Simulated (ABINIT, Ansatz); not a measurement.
Planning a run of Ansatz 0.2.0 on TaAgO3 (Pm-3m). The input:

```yaml
crystal:
  lattice:
    - [3.99937, 0.0, 0.0]
    - [0.0, 3.99937, 0.0]
    - [0.0, 0.0, 3.99937]
  atoms:
    - { symbol: Ta, position: [0.0, 0.0, 0.0] }
    - { symbol: Ag, position: [0.5, 0.5, 0.5] }
    - { symbol: O, position: [0.0, 0.0, 0.5] }
    - { symbol: O, position: [0.0, 0.5, 0.0] }
    - { symbol: O, position: [0.5, 0.0, 0.0] }
kpoints:
  mp_grid: { grid: [6, 6, 6] }
hamiltonian:
  xc: pbesol
scf:
  occupations: { method: fixed }
dielectric: {}
```

```sh
ansatz run input.yaml --threads 1 --pin off --max-ram 1382MiB --backend cpu --events-out ev --progress --plain --runs-dir out
```

How long will it take on 1 thread of Arm Neoverse V1, shared host, and how much memory?

It took 52 s; on shared hardware allow 26 s to 1.7 min. Peak host memory was 0.58 GiB.

[Paths, hosts, dates, memory and timing lines, banners, echoed tables and standing remarks are left out of the program output.]

[Logs are printed without paths, hosts, clocks, repeated set-up lines and the standing remarks that a program may print on its own settings, such as how far it seeks lower states.]

[Runs of the session that timed out or met a known fault of the program may be left out.]

[Hosts, paths, dates, database ids (printed as entryN), source tags and the programs' standing remarks are cut or masked in the printed files.]

[G0W0 gaps are taken among the corrected bands and points alone; a level outside them can change the order at an edge.]

[Where Ansatz stands beside ABINIT at settings called matched, ABINIT's density can come from a denser mesh and the files from another edition; pairs whose starting gaps differed by over 0.03 eV were left out, so agreement reads better than it is.]
